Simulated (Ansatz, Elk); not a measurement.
## Mg2ZnS3: X-ray structure factors from the self-consistent density

The structure of Mg2ZnS3 used here is made up (a known structure type with other elements) and was relaxed beforehand with PBEsol. The aim is the Fourier transform of its all-electron density, F(hkl), set beside the sum over free spherical atoms that refinements use.

Program: Elk 11.2.3 (patched build). Level of theory: DFT, PBE, all-electron APW+lo, Dirac cores, scalar-relativistic bands, static density, no spin. Results are calculated unless marked as measured.

The structure was built from a prototype and need not be the compound's stable phase.

## Step 1: The structure

It takes space group P-3m1 (No. 164, trigonal). The conventional cell has a = 3.630 Å, b = 3.630 Å, c = 8.872 Å, α = 90.00°, β = 90.00°, γ = 120.00°. Nearest to Zn lie 6 S at 2.53 Å. Nearest to S lie 6 Mg at 2.58 Å. S has 3 Zn at 2.53 Å and 3 Mg at 2.59 Å nearest. Mg has 6 S at 2.58 to 2.59 Å nearest. Farther neighbours and most contacts between anions are not listed.

## Step 2: Ground state and structure factors

An all-electron density is needed, since X-rays see the cores too. Task 0 finds the density and task 195 Fourier-transforms it; tshift is off so that phases refer to the origin typed.

Contents of elk.in:

```
tasks
  0
  195

xctype
  20

spinpol
  .false.

rgkmax
  7.0

gmaxvr
  14.0

lmaxo
  7

lmaxapw
  8

swidth
  0.002

tshift
  .false.

ramdisk
  .false.

hmaxvr
  5.5

maxscl
  120

epspot
  1e-06

sppath
  './'

avec
  6.85956422835 -0.00000000000 -0.00000000000
  -3.42978211418 5.94055688064 -0.00000000000
  -0.00000000000 -0.00000000000 16.76561665872

atoms
  3
  'Zn.in'
  1
  -0.0000000000 -0.0000000000 -0.0000000000   0.000000 0.000000 0.000000
  'S.in'
  3
  0.0000000000 -0.0000000000 0.5000000000   0.000000 0.000000 0.000000
  0.6666666667 0.3333333333 0.8408825917   0.000000 0.000000 0.000000
  0.3333333333 0.6666666667 0.1591174083   0.000000 0.000000 0.000000
  'Mg.in'
  2
  0.6666666667 0.3333333333 0.3308006063   0.000000 0.000000 0.000000
  0.3333333333 0.6666666667 0.6691993937   0.000000 0.000000 0.000000

ngridk
  7 7 3
```

The run is started by

```
$ OMP_NUM_THREADS=4 elk
```

Numbers of over 12 decimals in the logs are rounded to 6 here.

The program printed:

```text
┌─────────────────────────┐
│ Elk code version 11.2.3 │
└─────────────────────────┘

All units are atomic (Hartree, Bohr, etc.)

┌─────────────────────────────────────────────────┐
│ Ground-state run starting from atomic densities │
└─────────────────────────────────────────────────┘

Lattice vectors :
   6.859564228      -0.000000000      -0.000000000
  -3.429782114       5.940556881      -0.000000000
  -0.000000000      -0.000000000       16.76561666

Reciprocal lattice vectors :
  0.9159744115      0.5288380730       0.000000000
   0.000000000       1.057676146       0.000000000
   0.000000000       0.000000000      0.3747661321

Unit cell volume      :    683.1927003
Brillouin zone volume :   0.3630750348

Muffin-tin inner radius fraction :   0.1000000000E-01

Nuclei treated as point charges

Species : 1 (Zn)
 parameters loaded from : Zn.in
 name : zinc
 nuclear charge    :   -30.00000000
 electronic charge :    30.00000000
 atomic mass :    119233.3130
 muffin-tin radius :    2.400000000
 number of radial points in muffin-tin :    993
 inner part over the whole radius :   0.9843840322E-02
 number on inner part of muffin-tin    :    701
 approximate nuclear radius :   0.7484757725E-04
 number of mesh points to nuclear radius :    337
 atomic positions (lattice), magnetic fields (Cartesian) :
  1 :   0.00000000  0.00000000  0.00000000    0.00000000  0.00000000  0.00000000

Species : 2 (S)
 parameters loaded from : S.in
 name : sulphur
 nuclear charge    :   -16.00000000
 electronic charge :    16.00000000
 atomic mass :    58450.91931
 muffin-tin radius :    2.200000000
 number of radial points in muffin-tin :    793
 inner part over the whole radius :   0.9890556315E-02
 number on inner part of muffin-tin    :    554
 approximate nuclear radius :   0.6195814986E-04
 number of mesh points to nuclear radius :    251
 atomic positions (lattice), magnetic fields (Cartesian) :
  1 :   0.00000000  0.00000000  0.50000000    0.00000000  0.00000000  0.00000000
  2 :  -0.33333333  0.33333333 -0.15911741    0.00000000  0.00000000  0.00000000
  3 :   0.33333333 -0.33333333  0.15911741    0.00000000  0.00000000  0.00000000

Species : 3 (Mg)
 parameters loaded from : Mg.in
 name : magnesium
 nuclear charge    :   -12.00000000
 electronic charge :    12.00000000
 atomic mass :    44305.30466
 muffin-tin radius :    2.200000000
 number of radial points in muffin-tin :    793
 inner part over the whole radius :   0.9941530515E-02
 number on inner part of muffin-tin    :    552
 approximate nuclear radius :   0.5710277704E-04
 number of mesh points to nuclear radius :    241
 atomic positions (lattice), magnetic fields (Cartesian) :
  1 :  -0.33333333  0.33333333  0.33080061    0.00000000  0.00000000  0.00000000
  2 :   0.33333333 -0.33333333 -0.33080061    0.00000000  0.00000000  0.00000000

Total number of atoms per unit cell :    6
Total muffin-tin volume :    280.9170263
 ratio of muffin-tin to unit cell volume :   0.4111827105

Spin treatment :
 spin-unpolarised

Number of Bravais lattice symmetries :   24
Number of crystal symmetries         :   12
Crystal has inversion symmetry
Real symmetric eigensolver will be used

k-point grid :      7     7     3
k-point offset :    0.000000000       0.000000000       0.000000000
k-point set is reduced with full crystal symmetry group
Total number of k-points :       20

Muffin-tin radius times maximum |G+k| :    7.000000000
 using average radius
Maximum |G+k| for APW functions       :    3.134328358
Maximum (1/2)|G+k|²                   :    4.912007129
Maximum |G| for potential and density :    14.00000000
Constant for pseudocharge density :    8
 order of it for each species :   15  15  15
 order of it for pair densities of each species (exact exchange by exxq0 0: 16) :   11   9   9
Radial integration step length :    1

G-vector grid sizes :     32    32    75
Number of G-vectors :    31647

Maximum angular momentum used for
 APW functions            :    8
 outer part of muffin-tin :    7
[...]
Madelung                    :     -4093.1227345542
 xc potential                :     -240.90769248485
 exchange                    :     -177.51147042796
 correlation                 :     -4.257765
 electron entropic           :    -0.49501340913580E-11
 total energy                :     -3396.2932996576

Density of states at Fermi energy :   0.5389262871E-07
 (states/Hartree/unit cell)

Estimated indirect band gap :   0.8943263164E-01
 from k-point 9 to k-point 4
Estimated direct band gap   :   0.1045634878
 at k-point 4

Charges :
 core                        :    46.00000000
 valence                     :    56.00000000
 interstitial                :    8.143018400
 muffin-tins (core leakage)
  species : 1 (Zn)
[...]
species : 2 (S)
[...]
species : 3 (Mg)
[...]
total in muffin-tins        :    93.85698160
 total calculated charge     :    102.0003914
 total charge                :    102.0000000
 error                       :   0.3913789999E-03

RMS change in Kohn-Sham potential (target) :   0.5910894578     (  0.1000000000E-05)
Absolute change in total energy (target)   :   0.7287941521     (  0.1000000000E-03)

[... loops 3 to 13 left out ...]

┌──────────────────┐
│ Loop number : 14 │
└──────────────────┘

Energies :
 Fermi                       :     0.207284
 sum of occupied eigenvalues :     -1906.0303199368
 electron kinetic            :      3433.2863400888
 core electron kinetic       :      3048.3860141345
 Coulomb                     :     -6646.1643964449
 Coulomb potential           :     -5103.9396849508
 nuclear-nuclear             :     -505.49905363178
 electron-nuclear            :     -7189.9437842949
 Hartree                     :      1049.2784414817
 Madelung                    :     -4094.1945539695
 xc potential                :     -235.37697507484
 exchange                    :     -177.46985757195
 correlation                 :     -4.266473
 electron entropic           :    -0.41979275644071E-09
 total energy                :     -3394.6143872515

Density of states at Fermi energy :   0.5728357490E-05
 (states/Hartree/unit cell)

Estimated indirect band gap :   0.6828717327E-01
 from k-point 9 to k-point 4
Estimated direct band gap   :   0.8662067500E-01
 at k-point 4

Charges :
 core                        :    46.00000000
 valence                     :    56.00000000
 interstitial                :    8.352256202
 muffin-tins (core leakage)
  species : 1 (Zn)
[...]
species : 2 (S)
[...]
species : 3 (Mg)
[...]
total in muffin-tins        :    93.64774380
 total calculated charge     :    102.0004068
 total charge                :    102.0000000
 error                       :   0.4067835765E-03

RMS change in Kohn-Sham potential (target) :   0.7493830276E-06 (  0.1000000000E-05)
Absolute change in total energy (target)   :   0.8195530245E-04 (  0.1000000000E-03)

Convergence targets achieved

┌──────────────────┐
│ Loop number : 15 │
└──────────────────┘

Energies :
 Fermi                       :     0.207284
 sum of occupied eigenvalues :     -1906.0302634155
 electron kinetic            :      3433.2864091885
 core electron kinetic       :      3048.3860359459
 Coulomb                     :     -6646.1644115578
 Coulomb potential           :     -5103.9396852231
 nuclear-nuclear             :     -505.49905363178
 electron-nuclear            :     -7189.9438115524
 Hartree                     :      1049.2784536264
 Madelung                    :     -4094.1945689463
 xc potential                :     -235.37698738094
 exchange                    :     -177.46985836462
 correlation                 :     -4.266473
 electron entropic           :    -0.41979622869898E-09
 total energy                :     -3394.6143341005

Density of states at Fermi energy :   0.5728407681E-05
 (states/Hartree/unit cell)

Estimated indirect band gap :   0.6828713513E-01
 from k-point 9 to k-point 4
Estimated direct band gap   :   0.8662062613E-01
 at k-point 4

Charges :
 core                        :    46.00000000
 valence                     :    56.00000000
 interstitial                :    8.352255365
 muffin-tins (core leakage)
  species : 1 (Zn)
[...]
species : 2 (S)
[...]
atom 3                    :    14.61872097     (  0.7090107257E-04)
  species : 3 (Mg)
   atom 1                    :    10.46874207     ( -0.9828258474E-07)
   atom 2                    :    10.46874207     ( -0.9828258474E-07)
 total in muffin-tins        :    93.64774463
 total calculated charge     :    102.0004068
 total charge                :    102.0000000
 error                       :   0.4067840316E-03

┌──────────────────────────────┐
│ Self-consistent loop stopped │
└──────────────────────────────┘

Wrote STATE.OUT
```

It took 26 s on 4 threads of Arm Neoverse V2, shared host; peak memory 0.21 GiB.

SFACRHO.OUT:

```text

h k l indices transformed by vhmat matrix:
   1.000000000       0.000000000       0.000000000    
   0.000000000       1.000000000       0.000000000    
   0.000000000       0.000000000       1.000000000    

      h      k      l  multipl.   |H|            Re(F)            Im(F)           |F|

      0      0      0      1   0.0000000       102.00000     -0.16555205E-15   102.00000    
      0      0      1      2  0.37476613       19.380412      0.47406017E-14   19.380412    
      0      0     -2      2  0.74953226       19.015428      0.20147557E-13   19.015428    
      1      0      0      6   1.0576761       16.379036      0.47406017E-14   16.379036    
     -1      0      1      6   1.1221089       14.889247      0.23703008E-14   14.889247    
     -1      1      1      6   1.1221089       6.9797822      0.83886428E-14   6.9797822    
      0      0      3      2   1.1242984       7.1900474      0.85182686E-14   7.1900474    
     -1      1     -2      6   1.2963323       75.875749     -0.35924872E-14   75.875749    
      0      1     -2      6   1.2963323       14.276532      0.17777256E-13   14.276532    
      0      0      4      2   1.4990645       12.592647     -0.34369362E-13   12.592647    
     -1      1     -3      6   1.5436080       17.791573     -0.35554512E-14   17.791573    
      0      1     -3      6   1.5436080       11.407132     -0.35554512E-14   11.407132    
      1     -2      0      6   1.8319488       65.074291      0.57153686E-15   65.074291    
      1     -1      4      6   1.8346316       16.080739     -0.22517858E-13   16.080739    
     -1      0     -4      6   1.8346316       64.655585      0.14147733E-13   64.655585    
      2     -1      1     12   1.8698893       14.555740      -0.0000000       14.555740    
      0      0     -5      2   1.8738307       8.5164793     -0.15406955E-13   8.5164793    
      2     -1     -2     12   1.9793522       14.324127      0.24888159E-13   14.324127
```

Elk indexes on the primitive cell of elk.in and gives |H| = 4π sin θ/λ in inverse bohr. Below, one row stands for each form hkl of the conventional cell (m members, Friedel mates merged), F is for one primitive cell and the density is static (no thermal factor). Free-atom factors are Waasmaier and Kirfel's, and R is Σm||F|−|F'||/Σm|F|.

| hkl | m | sin θ/λ (Å⁻¹) | abs F, DFT | neutral atoms | diff. |
| --- | --- | --- | --- | --- | --- |
| 001 | 2 | 0.056 | 19.380 | 19.424 | -0.044 |
| 002 | 2 | 0.113 | 19.015 | 19.046 | -0.031 |
| 100 | 6 | 0.159 | 16.379 | 16.430 | -0.051 |
| 011 | 6 | 0.169 | 14.889 | 14.976 | -0.086 |
| 101 | 6 | 0.169 | 6.980 | 7.833 | -0.853 |
| 003 | 2 | 0.169 | 7.190 | 8.037 | -0.847 |
| 012 | 6 | 0.195 | 75.876 | 75.706 | +0.170 |
| 102 | 6 | 0.195 | 14.277 | 14.350 | -0.074 |
| 004 | 2 | 0.225 | 12.593 | 12.678 | -0.086 |
| 013 | 6 | 0.232 | 17.792 | 17.942 | -0.150 |
| 103 | 6 | 0.232 | 11.407 | 11.501 | -0.094 |
| 110 | 6 | 0.276 | 65.074 | 65.417 | -0.343 |
| 014 | 6 | 0.276 | 16.081 | 16.237 | -0.156 |
| 104 | 6 | 0.276 | 64.656 | 65.001 | -0.346 |

## Step 3: The highest occupied states alone

An energy window below the Fermi level keeps the highest occupied states, to see at which angles they scatter; shallow core shells can lie inside it and anion s states outside. No new self-consistency is needed.

elk.in, as its differences from that of step 2:

```diff
@@ -1,3 +1,2 @@
 tasks
-  0
   195
@@ -40,2 +39,5 @@
 
+wsfac
+  -0.343960 0.507280
+
 sppath
```

The run is started by

```
$ OMP_NUM_THREADS=4 elk
```

The program printed:

```text
┌─────────────────────────────────┐
│ Elk code version 11.2.3 started │
└─────────────────────────────────┘

Info(readinput): the functional depends on the density's gradient
 muffin-tin radial points multiplied by    2.00000
 (not where nrmtscf is given)

┌────────────────────┐
│ Current task : 195 │
└────────────────────┘

Info(sfacrho): density structure factors written to SFACRHO.OUT

 Energy window :  -0.3439600000      0.5072800000

┌──────────────────┐
│ Elk code stopped │
└──────────────────┘
```

Run time: 10 s. Hardware: 4 threads; peak memory 0.15 GiB; 12 s of CPU time.

States within 15 eV below the Fermi level hold 34.00 electrons; any levels below the window count with the cores. Their amplitudes can exceed the total, where window and core parts have opposite phase:

| hkl | sin θ/λ (Å⁻¹) | abs F, window | abs F, all |
| --- | --- | --- | --- |
| 001 | 0.056 | 10.306 | 19.380 |
| 002 | 0.113 | 9.908 | 19.015 |
| 100 | 0.159 | 8.435 | 16.379 |
| 011 | 0.169 | 8.001 | 14.889 |
| 101 | 0.169 | 0.613 | 6.980 |
| 003 | 0.169 | 0.676 | 7.190 |
| 012 | 0.195 | 13.390 | 75.876 |
| 102 | 0.195 | 7.391 | 14.277 |
| 004 | 0.225 | 6.651 | 12.593 |
| 013 | 0.232 | 7.068 | 17.792 |

## Step 4: Another functional

The difference from free atoms is small, so it is set against the change that PBEsol makes.

elk.in, as its differences from that of step 3:

```diff
@@ -1,2 +1,3 @@
 tasks
+  0
   195
@@ -4,3 +5,3 @@
 xctype
-  20
+  22
 
@@ -39,5 +40,2 @@
 
-wsfac
-  -0.343960 0.507280
-
 sppath
```

The run is started by

```
$ OMP_NUM_THREADS=4 elk
```

The program printed:

```text
┌─────────────────────────┐
│ Elk code version 11.2.3 │
└─────────────────────────┘

All units are atomic (Hartree, Bohr, etc.)

┌─────────────────────────────────────────────────┐
│ Ground-state run starting from atomic densities │
└─────────────────────────────────────────────────┘

Lattice vectors :
   6.859564228      -0.000000000      -0.000000000
  -3.429782114       5.940556881      -0.000000000
  -0.000000000      -0.000000000       16.76561666

Reciprocal lattice vectors :
  0.9159744115      0.5288380730       0.000000000
[...]
interstitial                :    8.409684562
 muffin-tins (core leakage)
  species : 1 (Zn)
[...]
species : 2 (S)
[...]
species : 3 (Mg)
   atom 1                    :    10.47346180     ( -0.9828258518E-07)
   atom 2                    :    10.47346180     ( -0.9828258518E-07)
 total in muffin-tins        :    93.59031544
 total calculated charge     :    102.0003937
 total charge                :    102.0000000
 error                       :   0.3936925999E-03

┌──────────────────────────────┐
│ Self-consistent loop stopped │
└──────────────────────────────┘

Wrote STATE.OUT
[key lines of the parts left out:]
total energy                :     -3390.4700973186
```

Elapsed: 26 s, on 4 threads; peak memory 0.19 GiB; 65 s of CPU time.

Against the first run R = 0.06 %; the largest change is -0.063 at 012.

## Step 5: Basis size

A smaller basis shows how fast F responds to it; the change is likely larger than the basis error of the first run, but doesn't show convergence.

elk.in, as its differences from that of step 4:

```diff
@@ -5,3 +5,3 @@
 xctype
-  22
+  20
 
@@ -11,3 +11,3 @@
 rgkmax
-  7.0
+  5.5
```

The run is started by

```
$ OMP_NUM_THREADS=4 elk
```

The program printed:

```text
┌─────────────────────────┐
│ Elk code version 11.2.3 │
└─────────────────────────┘

All units are atomic (Hartree, Bohr, etc.)

┌─────────────────────────────────────────────────┐
│ Ground-state run starting from atomic densities │
└─────────────────────────────────────────────────┘

Lattice vectors :
   6.859564228      -0.000000000      -0.000000000
  -3.429782114       5.940556881      -0.000000000
  -0.000000000      -0.000000000       16.76561666

Reciprocal lattice vectors :
  0.9159744115      0.5288380730       0.000000000
[...]
interstitial                :    8.457830728
 muffin-tins (core leakage)
  species : 1 (Zn)
[...]
species : 2 (S)
[...]
species : 3 (Mg)
   atom 1                    :    10.46326634     ( -0.9828258740E-07)
   atom 2                    :    10.46326634     ( -0.9828258740E-07)
 total in muffin-tins        :    93.54216927
 total calculated charge     :    102.0003302
 total charge                :    102.0000000
 error                       :   0.3301954619E-03

┌──────────────────────────────┐
│ Self-consistent loop stopped │
└──────────────────────────────┘

Wrote STATE.OUT
[key lines of the parts left out:]
total energy                :     -3394.5545898346
```

Wall time 22 s (4 threads); peak memory 0.17 GiB.

Against the first run R = 0.05 %; the largest change is +0.037 at 021.

## Step 6: Settings against the effect

| run | R against the first run (%) | R against neutral atoms, low angle (%) | wall time |
| --- | --- | --- | --- |
| PBE, rgkmax 7 | 0.00 | 0.83 | 26 s |
| PBEsol | 0.06 | 0.82 | 26 s |
| rgkmax 5.5 | 0.05 | 0.83 | 22 s |

## Step 7: Results

```
R against neutral atoms, sin θ/λ < 0.3 Å⁻¹ : 0.83 %
R against neutral atoms, 0.3 to 0.70 Å⁻¹   : 0.19 %
```

In words: Independent neutral atoms miss the calculated amplitudes by R = 0.83 % below 0.3 Å⁻¹ and 0.19 % from there to 0.70 Å⁻¹; by shells, 0.20 % below 0.15 Å⁻¹ (2 forms), 0.85 % 0.15 to 0.3 (15 forms), 0.33 % 0.3 to 0.45 (28 forms), 0.14 % above 0.45 (104 forms). Bonding, aspherical density and the tables' own atoms all enter these figures, and the runs don't part them. The largest change of an amplitude is -0.85 electrons, at 101. The window's part falls from 34.0 electrons at the origin to at most 3.11 between 0.45 and 0.70 Å⁻¹, where compact states inside the window still scatter. Below 0.3 Å⁻¹ the changes that finished (PBEsol and rgkmax 5.5) move F by R = 0.05 % at most, against the 0.83 % that separates it from free atoms. The k-mesh has no finished test. Part of the difference isn't bonding: the tables are fits to free atoms and ions calculated by other methods than this functional. Thermal motion, anomalous dispersion and extinction are left out.

[Logs are printed without paths, hosts, clocks, repeated set-up lines and the standing remarks that a program may print on its own settings, such as how far it seeks lower states.]

[Hosts, paths, dates, database ids (printed as entryN), source tags and the programs' standing remarks are cut or masked in the printed files.]
